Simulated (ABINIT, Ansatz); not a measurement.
# TlH3 (Pm-3m): zone-centre phonons, part 3 of 4

Wanted: the vibrations of TlH3 (Pm-3m) at Γ, by two programs.

ABINIT 10.8.3; DFT LDA, scalar-relativistic, plane waves, HGH norm-conserving pseudopotentials.

So far. Step 3 (Self-consistent run for the response): The cell stands at -0.54 GPa: the relaxation ran with a smoothed and higher cutoff, and the difference is a stress of the finite basis. Step 4 (Zone-centre response): The acoustic modes at Γ come out as far as 0.3 cm⁻¹ from zero, where they should vanish, a small numerical error. The relaxed cell has a = 3.736 Å (conventional setting).

The structure was built from a prototype and need not be the compound's stable phase.

### Step 5. Zone-centre analysis

anaddb reads the merged derivatives and imposes the acoustic sum rule.

File anaddb.abi:

```
ddb_filepath "gamma_DDB"
output_file "anaddb.abo"
outdata_prefix "anaddb"
asr 1
chneut 1
enunit 2
eivec 1
nph1l 1
qph1l 0.0 0.0 0.0 1.0
```

File mrgddb.in:

```
gamma_DDB
merged
2
dfpt_gammao_DDB
gso_DDB
```

The run is started by

```bash
> mrgddb < mrgddb.in > mrgddb.log
> OMP_NUM_THREADS=1 anaddb anaddb.abi > anaddb.log
```

anaddb.abo, the main output file:

```text
-outvars_anaddb: echo values of input variables ----------------------

 Miscellaneous information :
      enunit         2
       eivec         1
         asr         1
 First list of wavevector (reduced coord.) :
       nph1l         1
       qph1l
                     0.00000000E+00  0.00000000E+00  0.00000000E+00    1.000E+00

================================================================================

 read the DDB information and perform some checks

  ==== Info on the Cryst% object ====
 Real(R)+Recip(G) space primitive vectors, cartesian coordinates (Bohr,Bohr^-1):
 R(1)=  7.0599235  0.0000000  0.0000000  G(1)=  0.1416446  0.0000000  0.0000000
 R(2)=  0.0000000  7.0599235  0.0000000  G(2)=  0.0000000  0.1416446  0.0000000
 R(3)=  0.0000000  0.0000000  7.0599235  G(3)=  0.0000000  0.0000000  0.1416446
 Unit cell volume ucvol=  3.5188437E+02 bohr^3
 Angles (23,13,12)=  9.00000000E+01  9.00000000E+01  9.00000000E+01 degrees
 Time-reversal symmetry is present
 Reduced atomic positions [iatom, xred, symbol]:
    1)    0.0000000  0.0000000  0.0000000  Tl
    2)    0.5000000  0.0000000  0.0000000   H
    3)    0.0000000  0.5000000  0.0000000   H
    4)    0.0000000  0.0000000  0.5000000   H

 DDB file with 3 blocks has been read.

================================================================================

 Treat the first list of vectors

  Phonon wavevector (reduced coordinates) :  0.00000  0.00000  0.00000
 Phonon energies in Hartree :
   0.000000E+00  0.000000E+00  0.000000E+00  8.256696E-04  8.256696E-04
   8.256696E-04  1.706787E-03  1.706787E-03  1.706787E-03  6.819718E-03
   6.819718E-03  6.819718E-03
 Phonon energies in meV     :
-  0.000000E+00  0.000000E+00  0.000000E+00  2.246761E+01  2.246761E+01
-  2.246761E+01  4.644403E+01  4.644403E+01  4.644403E+01  1.855740E+02
-  1.855740E+02  1.855740E+02
 Phonon frequencies in cm-1    :
-  0.000000E+00  0.000000E+00  0.000000E+00  1.812135E+02  1.812135E+02
-  1.812135E+02  3.745964E+02  3.745964E+02  3.745964E+02  1.496755E+03
-  1.496755E+03  1.496755E+03
 Phonon frequencies in Thz     :
-  0.000000E+00  0.000000E+00  0.000000E+00  5.432645E+00  5.432645E+00
-  5.432645E+00  1.123012E+01  1.123012E+01  1.123012E+01  4.487159E+01
-  4.487159E+01  4.487159E+01
 Phonon energies in Kelvin  :
-  0.000000E+00  0.000000E+00  0.000000E+00  2.607258E+02  2.607258E+02
-  2.607258E+02  5.389606E+02  5.389606E+02  5.389606E+02  2.153497E+03
-  2.153497E+03  2.153497E+03

 Eigendisplacements
 (will be given, for each mode : in cartesian coordinates
   for each atom the real part of the displacement vector,
   then the imaginary part of the displacement vector - absolute values smaller than 1.0d-7 are set to zero)
  Mode number    1   Energy    0.000000E+00
 Attention : low frequency mode.
   (Could be unstable or acoustic mode)
-  1  0.00000000E+00  0.00000000E+00  1.62632792E-03
-     0.00000000E+00  0.00000000E+00  0.00000000E+00
-  2  0.00000000E+00  0.00000000E+00  1.62632802E-03
-     0.00000000E+00  0.00000000E+00  0.00000000E+00
-  3  0.00000000E+00  0.00000000E+00  1.62632802E-03
-     0.00000000E+00  0.00000000E+00  0.00000000E+00
-  4  0.00000000E+00  0.00000000E+00  1.62632797E-03
-     0.00000000E+00  0.00000000E+00  0.00000000E+00
  Mode number    2   Energy    0.000000E+00
 Attention : low frequency mode.
   (Could be unstable or acoustic mode)
-  1  0.00000000E+00 -1.62632792E-03  0.00000000E+00
-     0.00000000E+00  0.00000000E+00  0.00000000E+00
-  2  0.00000000E+00 -1.62632802E-03  0.00000000E+00
-     0.00000000E+00  0.00000000E+00  0.00000000E+00
-  3  0.00000000E+00 -1.62632797E-03  0.00000000E+00
-     0.00000000E+00  0.00000000E+00  0.00000000E+00
-  4  0.00000000E+00 -1.62632802E-03  0.00000000E+00
-     0.00000000E+00  0.00000000E+00  0.00000000E+00
  Mode number    3   Energy    0.000000E+00
 Attention : low frequency mode.
   (Could be unstable or acoustic mode)
-  1  1.62632792E-03  0.00000000E+00  0.00000000E+00
-     0.00000000E+00  0.00000000E+00  0.00000000E+00
-  2  1.62632797E-03  0.00000000E+00  0.00000000E+00
-     0.00000000E+00  0.00000000E+00  0.00000000E+00
-  3  1.62632802E-03  0.00000000E+00  0.00000000E+00
-     0.00000000E+00  0.00000000E+00  0.00000000E+00
-  4  1.62632802E-03  0.00000000E+00  0.00000000E+00
-     0.00000000E+00  0.00000000E+00  0.00000000E+00
  Mode number    4   Energy    8.256696E-04
-  1  0.00000000E+00  0.00000000E+00 -1.87079802E-04
-     0.00000000E+00  0.00000000E+00  0.00000000E+00
-  2  0.00000000E+00  0.00000000E+00  1.57400603E-02
-     0.00000000E+00  0.00000000E+00  0.00000000E+00
-  3  0.00000000E+00  0.00000000E+00  1.57400603E-02
-     0.00000000E+00  0.00000000E+00  0.00000000E+00
-  4  0.00000000E+00  0.00000000E+00  6.45466250E-03
-     0.00000000E+00  0.00000000E+00  0.00000000E+00
  Mode number    5   Energy    8.256696E-04
-  1  0.00000000E+00 -1.87079782E-04  0.00000000E+00
-     0.00000000E+00  0.00000000E+00  0.00000000E+00
-  2 -2.99087815E-06  1.57400586E-02  0.00000000E+00
-     0.00000000E+00  0.00000000E+00  0.00000000E+00
-  3 -7.29342588E-06  6.45466181E-03  0.00000000E+00
-     0.00000000E+00  0.00000000E+00  0.00000000E+00
-  4 -7.29342588E-06  1.57400586E-02  0.00000000E+00
-     0.00000000E+00  0.00000000E+00  0.00000000E+00
  Mode number    6   Energy    8.256696E-04
-  1  1.87079782E-04  0.00000000E+00  0.00000000E+00
-     0.00000000E+00  0.00000000E+00  0.00000000E+00
-  2 -6.45466181E-03 -7.29342587E-06  0.00000000E+00
-     0.00000000E+00  0.00000000E+00  0.00000000E+00
-  3 -1.57400586E-02 -2.99087815E-06  0.00000000E+00
-     0.00000000E+00  0.00000000E+00  0.00000000E+00
-  4 -1.57400586E-02 -7.29342587E-06  0.00000000E+00
-     0.00000000E+00  0.00000000E+00  0.00000000E+00
  Mode number    7   Energy    1.706787E-03
-  1  0.00000000E+00  0.00000000E+00  0.00000000E+00
-     0.00000000E+00  0.00000000E+00  0.00000000E+00
-  2  0.00000000E+00  0.00000000E+00 -1.64963405E-02
-     0.00000000E+00  0.00000000E+00  0.00000000E+00
-  3  0.00000000E+00  0.00000000E+00  1.64963405E-02
-     0.00000000E+00  0.00000000E+00  0.00000000E+00
-  4  0.00000000E+00  0.00000000E+00  0.00000000E+00
-     0.00000000E+00  0.00000000E+00  0.00000000E+00
  Mode number    8   Energy    1.706787E-03
-  1  0.00000000E+00  0.00000000E+00  0.00000000E+00
-     0.00000000E+00  0.00000000E+00  0.00000000E+00
-  2  0.00000000E+00  1.64963403E-02  0.00000000E+00
-     0.00000000E+00  0.00000000E+00  0.00000000E+00
-  3 -1.87105757E-06  0.00000000E+00  0.00000000E+00
-     0.00000000E+00  0.00000000E+00  0.00000000E+00
-  4  1.87105757E-06 -1.64963403E-02  0.00000000E+00
-     0.00000000E+00  0.00000000E+00  0.00000000E+00
  Mode number    9   Energy    1.706787E-03
-  1  0.00000000E+00  0.00000000E+00  0.00000000E+00
-     0.00000000E+00  0.00000000E+00  0.00000000E+00
-  2  0.00000000E+00  1.87105754E-06  0.00000000E+00
-     0.00000000E+00  0.00000000E+00  0.00000000E+00
-  3  1.64963403E-02  0.00000000E+00  0.00000000E+00
-     0.00000000E+00  0.00000000E+00  0.00000000E+00
-  4 -1.64963403E-02 -1.87105754E-06  0.00000000E+00
-     0.00000000E+00  0.00000000E+00  0.00000000E+00
  Mode number   10   Energy    6.819718E-03
-  1  0.00000000E+00  0.00000000E+00  6.42858902E-05
-     0.00000000E+00  0.00000000E+00  0.00000000E+00
-  2  0.00000000E+00  0.00000000E+00  4.66206040E-03
-     0.00000000E+00  0.00000000E+00  0.00000000E+00
-  3  0.00000000E+00  0.00000000E+00  4.66206040E-03
-     0.00000000E+00  0.00000000E+00  0.00000000E+00
-  4  0.00000000E+00  0.00000000E+00 -2.23595815E-02
-     0.00000000E+00  0.00000000E+00  0.00000000E+00
  Mode number   11   Energy    6.819718E-03
-  1  0.00000000E+00 -6.42858902E-05  0.00000000E+00
-     0.00000000E+00  0.00000000E+00  0.00000000E+00
-  2 -1.73977070E-07 -4.66206040E-03  0.00000000E+00
-     0.00000000E+00  0.00000000E+00  0.00000000E+00
-  3  0.00000000E+00  2.23595815E-02  0.00000000E+00
-     0.00000000E+00  0.00000000E+00  0.00000000E+00
-  4  0.00000000E+00 -4.66206040E-03  0.00000000E+00
-     0.00000000E+00  0.00000000E+00  0.00000000E+00
  Mode number   12   Energy    6.819718E-03
-  1  6.42858902E-05  0.00000000E+00  0.00000000E+00
-     0.00000000E+00  0.00000000E+00  0.00000000E+00
-  2 -2.23595815E-02  0.00000000E+00  0.00000000E+00
-     0.00000000E+00  0.00000000E+00  0.00000000E+00
-  3  4.66206040E-03 -1.73977070E-07  0.00000000E+00
-     0.00000000E+00  0.00000000E+00  0.00000000E+00
-  4  4.66206040E-03  0.00000000E+00  0.00000000E+00
-     0.00000000E+00  0.00000000E+00  0.00000000E+00

 Analysis of degeneracies and characters (maximum tolerance=1.00E-06 a.u.)
 For each vibration mode, or group of modes if degenerate,
 the characters are given for each symmetry operation (see the list in the log file).
 Symmetry characters of vibration mode #   1
       degenerate with vibration modes #   2 to    3
  3.0 -3.0 -1.0  1.0 -1.0  1.0 -1.0  1.0  1.0 -1.0 -1.0  1.0  1.0 -1.0 -1.0  1.0
 -0.0  0.0 -0.0  0.0  0.0 -0.0  0.0 -0.0  1.0 -1.0 -1.0  1.0 -1.0  1.0  1.0 -1.0
 -0.0  0.0  0.0 -0.0  0.0 -0.0 -0.0  0.0  1.0 -1.0  1.0 -1.0 -1.0  1.0 -1.0  1.0
 Symmetry characters of vibration mode #   4
       degenerate with vibration modes #   5 to    6
  3.0 -3.0 -1.0  1.0 -1.0  1.0 -1.0  1.0  1.0 -1.0 -1.0  1.0  1.0 -1.0 -1.0  1.0
  0.0 -0.0  0.0 -0.0 -0.0  0.0 -0.0  0.0  1.0 -1.0 -1.0  1.0 -1.0  1.0  1.0 -1.0
  0.0 -0.0 -0.0  0.0 -0.0  0.0  0.0 -0.0  1.0 -1.0  1.0 -1.0 -1.0  1.0 -1.0  1.0
 Symmetry characters of vibration mode #   7
       degenerate with vibration modes #   8 to    9
  3.0 -3.0 -1.0  1.0 -1.0  1.0 -1.0  1.0 -1.0  1.0  1.0 -1.0 -1.0  1.0  1.0 -1.0
 -0.0  0.0  0.0 -0.0 -0.0  0.0  0.0 -0.0 -1.0  1.0  1.0 -1.0  1.0 -1.0 -1.0  1.0
 -0.0  0.0 -0.0  0.0  0.0 -0.0  0.0 -0.0 -1.0  1.0 -1.0  1.0  1.0 -1.0  1.0 -1.0
 Symmetry characters of vibration mode #  10
       degenerate with vibration modes #  11 to   12
  3.0 -3.0 -1.0  1.0 -1.0  1.0 -1.0  1.0  1.0 -1.0 -1.0  1.0  1.0 -1.0 -1.0  1.0
  0.0 -0.0  0.0 -0.0 -0.0  0.0 -0.0  0.0  1.0 -1.0 -1.0  1.0 -1.0  1.0  1.0 -1.0
  0.0 -0.0 -0.0  0.0 -0.0  0.0  0.0 -0.0  1.0 -1.0  1.0 -1.0 -1.0  1.0 -1.0  1.0
-
```

The job ended after 0.83 s (1 thread of Intel Xeon at 2.70GHz, shared host).

No LO-TO term; unit eigenvectors of the mass-weighted matrix, from anaddb's displacements. The modes at Γ (shares of kinetic energy by element, %):

```
mode  frequency (cm⁻¹)  symmetry  Tl %  H %
   1               0.0  acoustic    99    1
   2               0.0  acoustic    99    1
   3               0.0  acoustic    99    1
   4             181.2       T1u     1   99
   5             181.2       T1u     1   99
   6             181.2       T1u     1   99
   7             374.6       T2u     0  100
   8             374.6       T2u     0  100
   9             374.6       T2u     0  100
  10            1496.8       T1u     0  100
  11            1496.8       T1u     0  100
  12            1496.8       T1u     0  100
```

Displacements in mode 4 (181.2 cm⁻¹), the largest set to 1:
```
Tl1  0.00  0.00 -0.01
H2   0.00  0.00  1.00
H3   0.00  0.00  1.00
H4   0.00  0.00  0.41
```

Displacements in mode 10 (1496.8 cm⁻¹), the largest set to 1:
```
Tl1  0.00  0.00  0.00
H2   0.00  0.00  0.21
H3   0.00  0.00  0.21
H4   0.00  0.00 -1.00
```

The rule moves no optical mode by more than 0.1 cm⁻¹.

[end of part 3 of 4]

[Host names and launcher messages were left out of these logs when they were recorded.]

[Logs are printed without paths, hosts, clocks, repeated set-up lines and the standing remarks that a program may print on its own settings, such as how far it seeks lower states.]

[Hosts, paths, dates, database ids (printed as entryN), source tags and the programs' standing remarks are cut or masked in the printed files.]
